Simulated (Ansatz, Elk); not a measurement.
# Optical response of LuTlTeSe (model structure), part 3 of 3

Wanted: where LuTlTeSe (model structure) starts to absorb, how strongly, and its refractive index. The structure is a model and need not exist. It was built so: 1 of the 2 Te atoms of the cell replaced by Se in the R-3m structure of LuTlTe2. The cell is first relaxed with Ansatz.

Elk 11.2.3 (patched build); DFT, PBE, all-electron APW+lo, Dirac cores, scalar-relativistic bands, independent-particle optical response without local fields.

So far. Step 3 (Ground state): There is a gap, 0.96 eV on this mesh (points off the mesh can give less), so no carriers' term is needed.

**4. Independent particles**

The spectrum is a sum over vertical transitions between filled and empty bands at the fixed density, so many empty bands are needed.

This step: DFT, PBE, all-electron APW+lo, Dirac cores, scalar-relativistic bands, independent-particle optical response without local fields (Elk 11.2.3 (patched build)).

elk.in

```
tasks
  121

optcomp
  1 1
  3 3

xctype
  20

nempty
  14

lorbcnd
  .true.

rgkmax
  7.0

swidth
  0.0036749

wplot
  400 100 0
  0.0 0.80849

sppath
  './'

avec
  4.017052459174 2.319246321905 15.144260035930
  -4.017052459174 2.319246321905 15.144260035930
  0.000000000000 -4.638492634055 15.144260037424

atoms
  4
  'Tl.in'
  1
  0.997942604200 0.997942604200 0.997942604200   0.000 0.000 0.000
  'Lu.in'
  1
  0.505658083500 0.505658083500 0.505658083500   0.000 0.000 0.000
  'Te.in'
  1
  0.763725206100 0.763725206100 0.763725206100   0.000 0.000 0.000
  'Se.in'
  1
  0.232674106200 0.232674106200 0.232674106200   0.000 0.000 0.000

ngridk
  9 9 9
```

Started as:

```
$ OMP_NUM_THREADS=4 elk
```

Output:

```text
┌─────────────────────────────────┐
│ Elk code version 11.2.3 started │
└─────────────────────────────────┘

Info(readinput): the functional depends on the density's gradient
 muffin-tin radial points multiplied by    2.00000
 (not where nrmtscf is given)

┌────────────────────┐
│ Current task : 121 │
└────────────────────┘

Info(findsymcrys): atomic basis shift (lattice) :
  0.2057395800E-02  0.2057395800E-02  0.2057395800E-02
See GEOMETRY.OUT for new atomic positions

Info(dielectric):
 dielectric tensor written to EPSILON_ij.OUT
 optical conductivity written to SIGMA_ij.OUT
 for components
  i = 1, j = 1
  i = 3, j = 3

┌──────────────────┐
│ Elk code stopped │
└──────────────────┘
```

Run time: 19 s. Hardware: 4 threads of Arm Neoverse N1, shared host; peak memory 0.09 GiB; 79 s of CPU time.

Read from the output:

```
electronic dielectric constant ε∞, mean of the axes       : 9.902
main peak of Im epsilon, first axis                       : 2.679 eV
centre of weight of the strongest loss peak in the window : 16.58 eV
```

Values under the direct gap are tails of Lorentzian lines. The Im ε by photon energy; read off at these points:

```
photon energy (eV)   E ∥ x   E ∥ z
              0.00       0       0
              0.50  0.0667  0.0672
              1.00   0.158   0.157
              1.50   0.332   0.349
              2.00   0.938   0.834
              2.50    9.04    2.87
              2.70    16.9    6.72
              3.00    9.30    13.6
              3.50    13.7    23.1
              3.69    16.5    28.3
              4.00    14.8    17.7
              4.50    13.4    14.4
              5.00    9.32    9.37
              5.50    6.04    5.70
              6.00    3.98    3.21
              6.50    3.50    2.65
              7.00    4.21    1.82
              7.32    5.40    1.86
              7.50    4.77    1.79
              8.00    3.38    2.07
              8.50    2.85    2.09
              9.00    2.82    2.62
              9.50    1.98    2.12
             10.00    1.67    2.42
             10.50    1.55    2.06
             11.00    1.37    1.37
             11.50    1.14    1.06
             12.00   0.903   0.891
             12.50   0.942   0.831
             13.00    1.00   0.875
             13.50   0.806   0.852
             14.00   0.952    1.09
             14.50   0.765   0.862
             15.00   0.770   0.852
             15.50   0.447   0.475
             16.00   0.400   0.396
             16.50   0.389   0.330
             17.00   0.390   0.337
             17.50   0.338   0.348
             18.00   0.298   0.298
             18.50   0.267   0.273
             19.00   0.250   0.254
             19.50   0.236   0.257
             20.00   0.217   0.200
             20.50   0.214   0.185
             21.00   0.199   0.194
             21.50   0.195   0.194
```

Re ε against photon energy:

```
photon energy (eV)    E ∥ x    E ∥ z
                 0     9.71     10.3
                 1     10.4     11.0
                 2     14.3     14.1
                 3     9.64     21.7
                 4     3.37    -2.99
                 5    -2.99    -6.73
                 6    -1.86    -4.02
                 7    0.400    -1.59
                 8    -1.52   -0.410
                 9    -1.36   -0.524
                10    -1.11   -0.431
                11   -0.716   -0.877
                12   -0.424   -0.387
                13   -0.227  -5.9e-4
                14  -0.0686  -7.1e-5
                15   -0.158   -0.226
                16   0.0896  0.00823
                17    0.215    0.242
                18    0.287    0.296
                19    0.414    0.415
                20    0.513    0.507
                21    0.585    0.604
```

Table of refractive index n and extinction k by photon energy:

```
photon energy (eV)  n, E ∥ x  k, E ∥ x  n, E ∥ z  k, E ∥ z
                 0      3.12         0      3.21         0
                 2      3.78     0.124      3.75     0.111
                 4      3.05      2.43      2.73      3.23
                 6      1.13      1.77     0.749      2.14
                 8      1.04      1.62     0.922      1.12
                10     0.668      1.25      1.01      1.20
                12     0.536     0.843     0.541     0.824
                14     0.665     0.715     0.738     0.738
                16     0.500     0.400     0.449     0.440
                18     0.592     0.252     0.599     0.249
                20     0.732     0.149     0.725     0.138
```

Values under the direct gap are tails of Lorentzian lines. Table of loss function −Im 1/ε at q → 0 by energy loss; read off at these points:

```
energy loss (eV)    E ∥ x    E ∥ z
             0.0        0        0
             1.0  0.00145  0.00130
             2.0  0.00458  0.00418
             3.0   0.0519   0.0207
             4.0   0.0642   0.0550
             5.0   0.0972   0.0704
             6.0    0.207    0.121
             7.0    0.236    0.312
             8.0    0.246    0.465
             9.0    0.287    0.367
            10.0    0.415    0.400
            11.0    0.574    0.518
            12.0    0.908    0.944
            13.0    0.949     1.14
            14.0     1.05    0.919
            15.0     1.25     1.10
            15.8     2.52     2.40
            16.0     2.38     2.53
            16.2     2.19     2.72
            17.0     1.96     1.96
            18.0     1.74     1.69
            19.0     1.07     1.07
            20.0    0.700    0.673
            21.0    0.521    0.483
```

The reflectivity at normal incidence has structure finer than the step of the table below, so its rows give means over 0.5 eV. Peaks (eV: height): E ∥ x 2.64: 46.4, 5.56: 51.1, 9.30: 41.4, 15.35: 29.9; E ∥ z 5.61: 65.5, 10.62: 37.5, 15.51: 31.9.

The reflectivity at normal incidence by photon energy; means over each step:

```
photon energy (eV)  E ∥ x (%)  E ∥ z (%)
               0.5       26.8       27.8
               1.0       27.8       28.8
               1.5       29.9       30.7
               2.0       34.1       33.6
               2.5       42.9       39.5
               3.0       38.0       46.4
               3.5       42.2       52.4
               4.0       45.7       55.7
               4.5       49.2       55.6
               5.0       49.5       59.7
               5.5       49.8       62.5
               6.0       41.9       60.2
               6.5       29.5       52.9
               7.0       27.3       46.5
               7.5       37.6       32.2
               8.0       38.1       24.8
               8.5       36.7       21.7
               9.0       37.6       26.9
               9.5       38.8       24.6
              10.0       37.4       26.5
              10.5       34.3       34.8
              11.0       33.1       36.6
              11.5       32.2       34.0
              12.0       29.0       28.3
              12.5       22.0       24.1
              13.0       22.2       17.6
              13.5       20.4       15.2
              14.0       18.8       17.2
              14.5       22.1       21.4
              15.0       23.6       24.6
              15.5       27.5       29.8
              16.0       17.7       21.9
              16.5       14.4       15.8
              17.0       11.5       10.8
              17.5       10.0       8.71
              18.0       8.57       8.26
              18.5       6.42       6.16
              19.0       4.96       4.90
              19.5       3.89       3.93
              20.0       3.15       3.31
              20.5       2.54       2.38
              21.0       2.18       1.92
              21.5       1.74       1.52
```

Optical constants at common wavelengths, from n + ik = √ε:

```
wavelength (nm)   n x    k x  R (%) x   1/α x   n z    k z  R (%) z   1/α z
           1550  3.19  0.018     27.3  6.8 µm  3.27  0.018     28.3  6.9 µm
           1064  3.27  0.031     28.3  2.8 µm  3.36  0.030     29.3  2.9 µm
            450  3.70  2.092     44.1   17 nm  4.69  0.869     43.4   41 nm
            365  3.69  1.625     40.1   18 nm  4.41  2.440     49.9   12 nm
            308  3.03  2.440     45.4   10 nm  2.71  3.171     54.5  7.7 nm
            248  1.84  2.528     49.1  7.8 nm  1.55  3.022     60.3  6.5 nm
            193  1.21  1.379     28.7   11 nm  0.74  1.774     51.9  8.7 nm
```

Below the direct gap, k and the depth come from the tails of the Lorentzian lines, not from transitions.

**5. What came out**

- electronic dielectric constant ε∞, mean of the axes (independent particles): 9.90
- main peak of Im epsilon, first axis: 2.68 eV
- centre of weight of the strongest loss peak in the window, first axis: 16.6 eV

At this level (PBE, independent particles) LuTlTeSe has a mean ε∞ = 9.90 and n = 3.19 at 1550 nm (E ∥ x), and Im ε peaks at 2.7 eV (E ∥ x). The cell grew by 0.9 % in volume. On the mesh the gap is 0.96 eV and the least direct gap 1.76 eV, so on this mesh the band edges lie at different points. Im ε has its chief maxima at 2.68 eV (17), 3.69 eV (17) and 7.32 eV (5.4) for E ∥ x. The static values by axis are 9.71 (x), 10.28 (z). Excitons and phonon-assisted transitions are missing, and so are local fields; PBE gaps are as a rule too small, which pulls the onset down and ε∞ up, while the missing spin-orbit coupling works the other way with such heavy atoms. Spin-orbit coupling is left out although heavy atoms are present. Not shown from this task: 3 steps that ran out of time.

[Long decimals in the printed logs are rounded to 6 places.]

[Machine, clock and banner lines and Python warnings are left out of the logs.]

[Logs are printed without paths, hosts, clocks, repeated set-up lines and the standing remarks that a program may print on its own settings, such as how far it seeks lower states.]

[Hosts, paths, dates, database ids (printed as entryN), source tags and the programs' standing remarks are cut or masked in the printed files.]

[Where Elk ran, warnings of its patched build on accuracy (core leakage, angular cutoffs, spin-orbit splittings, empty states, lower magnetic states) are left out.]

[Where the starting crystal was built by hand or by swapping elements, it need not be the compound's stable phase.]

[The count of steps not shown may lack steps that the program refused or didn't finish.]
